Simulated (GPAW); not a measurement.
# ZnSe (Stilleite, F-43m): the Se K absorption edge, part 2 of 2

How does the Se K edge of ZnSe (Stilleite, F-43m) move when the bonds are compressed or stretched?

GPAW 26.7.0; X-ray absorption from dipole matrix elements to empty bands, plane-wave PAW PBE.

So far. Step 8 (Spectrum with FCH, Se atom 1): The scaled spectrum changes by 2 % r.m.s. The highest intensity below 24 eV stays at 7.2 eV. Step 10 (Spectrum with FCH, Se atom 1): Against the first run the r.m.s. difference is 2 %. The highest intensity below 24 eV stays at 7.2 eV.

## Step 12: Spectrum with FCH, Se atom 1

Changed against the first core-hole run: volume scale from 1 to 1.06.

xas.py

```python
import numpy as np
from ase import Atoms
from ase.parallel import parprint, paropen
from gpaw import GPAW, PW, FermiDirac, Mixer, MixerDif, setup_paths
from gpaw.test import gen
setup_paths.insert(0, '.')
gen('Se', name='fch1s', xcname='PBE', corehole=(1, 0, 1), write_xml=True)
from gpaw.mpi import world
world.barrier()

atoms = Atoms('Se4Zn4',
    cell=[[0, 0, 5.77875763],
     [5.77875763, 0, 0],
     [0, 5.77875763, 0]],
    scaled_positions=[[0.75, 0.75, 0.75],
     [0.75, 0.25, 0.25],
     [0.25, 0.25, 0.75],
     [0.25, 0.75, 0.25],
     [0, 0, 0],
     [0, 0.5, 0.5],
     [0.5, 0.5, 0],
     [0.5, 0, 0.5]],
    pbc=True)
atoms.calc = calc = GPAW(legacy_gpaw=True, mode=PW(430, force_complex_dtype=True), xc='PBE', setups={0: 'fch1s'},
    kpts={'size': (3, 3, 3), 'gamma': True}, occupations=FermiDirac(0.02),
    charge=0, mixer=Mixer(0.1, 5, 50), maxiter=150,
    convergence={'density': 0.0001, 'eigenstates': 1e-6}, txt='scf.txt')
energy = atoms.get_potential_energy() + calc.get_reference_energy()
ef = calc.get_fermi_level()
out = dict(energy=energy, fermi=ef, forces=atoms.get_forces().tolist())
parprint(f'all-electron energy {energy:.4f} eV, Fermi level {ef:.4f} eV')
ev = np.array([[calc.get_eigenvalues(k, s) for k in range(len(calc.get_ibz_k_points()))] for s in range(calc.get_number_of_spins())])
out['homo'], out['lumo'], out['counts'] = ev[ev < ef].max(), ev[ev > ef].min(), sorted(set((ev < ef).sum((0, 2)).tolist()))
out['filled'] = (ev[:, 0] < ef).sum(1).tolist()

from ase.units import Ha
from gpaw.xas import dipole_matrix_elements
nb = int(calc.get_number_of_electrons() / 2) + 118
top, nb = nb, nb + 8 + nb // 12
nscf = calc.fixed_density(kpts={'size': (4, 4, 4), 'gamma': True}, nbands=nb,
    convergence={'bands': top, 'eigenstates': 5e-3}, maxiter=60, txt='nscf.txt')
cell = atoms.cell.array
ops = [cell.T @ U.T @ np.linalg.inv(cell.T) for U in nscf.wfs.kd.symmetry.op_scc]
filled = [36]  # bands filled in the ground state, by spin
E = np.arange(-6, 34, 0.1)
fwhm = np.interp(E, [4, 25], [2.33, 3.5])
Y, X, zero, highest = 0, 0, 1e9, 1e9
for spin in range(nscf.get_number_of_spins()):
    wfs = nscf.wfs
    mine = wfs.bd.get_slice()  # this rank's bands
    A = dipole_matrix_elements(wfs.setups[0])
    eps = np.zeros((wfs.kd.nibzkpts, nb))
    d = np.zeros((3, A.shape[1], wfs.kd.nibzkpts, nb), complex)
    for kpt in wfs.kpt_u:
        if kpt.s == spin and 0 in kpt.P_ani:
            eps[kpt.k, mine] = kpt.eps_n * Ha
            d[:, :, kpt.k, mine] = (kpt.weight * wfs.nspins / 2) ** 0.5 * np.inner(A, kpt.P_ani[0])
    world.sum(eps)
    world.sum(d)
    T = np.einsum('amkn,bmkn->abkn', d, d.conj()).real
    T = sum(np.einsum('ai,ijkn,bj->abkn', R, T, R) for R in ops) / len(ops)
    empty = np.ones_like(eps, bool) & (np.arange(nb) >= filled[spin])
    zero, highest = min(zero, eps[empty].min()), min(highest, eps[:, top - 1].min())
    lines = [(eps, T, empty)] if spin == 0 else lines + [(eps, T, empty)]
for eps, T, empty in lines:
    f = np.einsum('aakn->akn', T).reshape(3, -1)
    x = eps.ravel() - zero
    w = np.interp(x, E, fwhm) / 2.35482
    g = np.exp(-0.5 * ((E[:, None] - x) / w) ** 2) / (w * (2 * np.pi) ** 0.5)
    Y = Y + (f * empty.ravel()) @ g.T
    X = X + (f * ~empty.ravel()) @ g.T
out.update(E=E.round(2).tolist(), xas=Y.tolist(), xes=X.tolist(), zero=zero, valid=highest - zero, nk=len(eps), nb=nb)
for i in range(0, len(E), 10):
    parprint(f'{E[i]:7.2f}', *(f'{v:10.3e}' for v in Y[:, i]))
import json
with paropen('out.json', 'w') as f:
    json.dump(out, f)
```

Launch:

```sh
$ OMP_NUM_THREADS=1 mpirun -n 4 gpaw python xas.py
```

Run time: 62 s. Hardware: 4 MPI ranks of Arm Neoverse V1, shared host; peak memory 0.3 GiB; 4.1 min of CPU time.

| E (eV) | first run | this run |
| --- | --- | --- |
| -2.0 | 0.00 | 0.00 |
| -1.0 | 0.01 | 0.01 |
| 0.0 | 0.10 | 0.09 |
| 1.0 | 0.43 | 0.42 |
| 2.0 | 1.00 | 1.01 |
| 3.0 | 1.36 | 1.39 |
| 4.0 | 1.39 | 1.36 |
| 5.0 | 1.38 | 1.34 |
| 6.0 | 1.40 | 1.41 |
| 7.0 | 1.46 | 1.48 |
| 8.0 | 1.40 | 1.40 |
| 9.0 | 1.12 | 1.10 |
| 10.0 | 0.81 | 0.78 |
| 11.0 | 0.62 | 0.60 |
| 12.0 | 0.62 | 0.63 |
| 13.0 | 0.77 | 0.80 |
| 14.0 | 0.93 | 0.94 |
| 15.0 | 0.98 | 0.98 |
| 16.0 | 0.97 | 0.99 |
| 17.0 | 0.97 | 0.98 |
| 18.0 | 0.95 | 0.94 |
| 19.0 | 0.86 | 0.86 |
| 20.0 | 0.81 | 0.85 |
| 21.0 | 0.86 | 0.93 |
| 22.0 | 0.95 | 0.99 |
| 23.0 | 0.96 | 0.95 |
| 24.0 | 0.90 | 0.93 |
| 25.0 | 0.92 | 1.00 |
| 26.0 | 1.04 | 1.08 |
| 27.0 | 1.10 | 1.03 |
| 28.0 | 1.00 | 0.89 |
| 29.0 | 0.84 | 0.81 |
| 30.0 | 0.78 | 0.85 |
| 31.0 | 0.84 | 0.95 |
| 32.0 | 0.95 | 1.03 |

Against the first run the r.m.s. difference is 4 %. The highest intensity below 24 eV stays at 7.2 eV.

The photon energy of the zero moves by -0.33 eV.

## Step 13: The volumes side by side

| volume | nearest distance (Å) | shift of the zero (eV) | maximum 1 (eV above own zero) | maximum 2 (eV above own zero) | maximum 3 (eV above own zero) |
| --- | --- | --- | --- | --- | --- |
| 0.94 | 2.404 | +0.36 | 7.4 | 23.0 | 27.6 |
| 0.97 | 2.429 | +0.17 | 7.2 | 22.8 | 27.2 |
| 1 | 2.454 | +0.00 | 7.2 | 22.6 | 26.8 |
| 1.03 | 2.478 | -0.17 | 7.2 | 22.4 | 26.6 |
| 1.06 | 2.502 | -0.33 | 7.2 | 22.0 | 26.2 |

The curves, each shifted by its zero's change so that they share one photon-energy axis, counted from the zero at V × 1:

| E (eV) | V × 0.94 | V × 0.97 | V × 1 | V × 1.03 | V × 1.06 |
| --- | --- | --- | --- | --- | --- |
| -2.0 | 0.00 | 0.00 | 0.00 | 0.00 | 0.00 |
| -1.0 | 0.00 | 0.01 | 0.01 | 0.01 | 0.02 |
| 0.0 | 0.05 | 0.07 | 0.10 | 0.13 | 0.16 |
| 1.0 | 0.29 | 0.36 | 0.43 | 0.51 | 0.60 |
| 2.0 | 0.80 | 0.90 | 1.00 | 1.10 | 1.18 |
| 3.0 | 1.25 | 1.32 | 1.36 | 1.39 | 1.40 |
| 4.0 | 1.39 | 1.40 | 1.39 | 1.37 | 1.34 |
| 5.0 | 1.41 | 1.39 | 1.38 | 1.36 | 1.36 |
| 6.0 | 1.38 | 1.39 | 1.40 | 1.42 | 1.44 |
| 7.0 | 1.42 | 1.45 | 1.46 | 1.48 | 1.48 |
| 8.0 | 1.44 | 1.43 | 1.40 | 1.37 | 1.32 |
| 9.0 | 1.24 | 1.18 | 1.12 | 1.05 | 0.99 |
| 10.0 | 0.94 | 0.87 | 0.81 | 0.75 | 0.70 |
| 11.0 | 0.71 | 0.66 | 0.62 | 0.60 | 0.59 |
| 12.0 | 0.61 | 0.61 | 0.62 | 0.65 | 0.68 |
| 13.0 | 0.68 | 0.72 | 0.77 | 0.82 | 0.86 |
| 14.0 | 0.84 | 0.89 | 0.93 | 0.95 | 0.97 |
| 15.0 | 0.96 | 0.97 | 0.98 | 0.98 | 0.99 |
| 16.0 | 0.97 | 0.97 | 0.97 | 0.98 | 0.99 |
| 17.0 | 0.96 | 0.96 | 0.97 | 0.98 | 0.98 |
| 18.0 | 0.96 | 0.96 | 0.95 | 0.93 | 0.91 |
| 19.0 | 0.92 | 0.89 | 0.86 | 0.85 | 0.84 |
| 20.0 | 0.82 | 0.80 | 0.81 | 0.83 | 0.87 |
| 21.0 | 0.78 | 0.81 | 0.86 | 0.91 | 0.96 |
| 22.0 | 0.84 | 0.90 | 0.95 | 0.98 | 0.98 |
| 23.0 | 0.93 | 0.95 | 0.96 | 0.95 | 0.94 |
| 24.0 | 0.93 | 0.91 | 0.90 | 0.91 | 0.94 |
| 25.0 | 0.87 | 0.88 | 0.92 | 0.98 | 1.03 |
| 26.0 | 0.90 | 0.97 | 1.04 | 1.08 | 1.08 |
| 27.0 | 1.04 | 1.10 | 1.10 | 1.06 | 0.99 |
| 28.0 | 1.13 | 1.08 | 1.00 | 0.91 | 0.85 |
| 29.0 | 1.03 | 0.92 | 0.84 | 0.80 | 0.81 |
| 30.0 | 0.85 | 0.79 | 0.78 | 0.82 | 0.88 |
| 31.0 | 0.76 | 0.78 | 0.84 | 0.92 | 0.98 |

## Step 14: What came out

| Item | Value |
| --- | --- |
| absorber and edge | Se K, atom 1 of the ground-state input (counted from 1) |
| surroundings | 4 Zn at 2.45 Å (tetrahedral, site symmetry -43m) |
| highest intensity below 24 eV | 7.2 eV above the zero, height 1.47 |

**Reading.** From V × 0.94 to V × 1.06 the nearest distance grows by 0.098 Å and the zero moves by -0.68 eV. Above their own zero, the maxima move from 7.4 to 7.2 eV, from 23.0 to 22.0 eV and from 27.6 to 26.2 eV. The one highest in energy moves most, in the direction that the rule ΔE·R² ≈ constant for scattering resonances gives. The Se K edge of atom 1, with 4 Zn at 2.45 Å (tetrahedral, site symmetry -43m), has its highest intensity of the first 24 eV at 7.2 eV above the zero, 1.5 times the mean level of the first 20 eV (Gaussian full width 2.33 eV up to 4 eV, rising linearly to 3.5 eV at 25 eV). The script folds with a Gaussian, whereas the core hole's own line is a Lorentzian, so the onset is too steep and the first peak too high. The holes are only 5.7 Å apart, so the shape is probably not converged with cell size; no larger cell was run here. Lifetime broadening is put in by hand, and intensities beyond about 20 eV depend on it and on the partial waves. The structure is a published determination, not relaxed.

[Logs are printed without paths, hosts, clocks, repeated set-up lines and the standing remarks that a program may print on its own settings, such as how far it seeks lower states.]

[Hosts, paths, dates, database ids (printed as entryN), source tags and the programs' standing remarks are cut or masked in the printed files.]

[Lists of maxima count a maximum above −3 eV only where it reaches 4 % of the highest in the window and stands out from its surroundings by 2 % of it (1.5 % where it reaches 55 %); shoulders and weaker maxima are passed over, and of the rest the first, up to two pre-edge ones and the few strongest are named.]
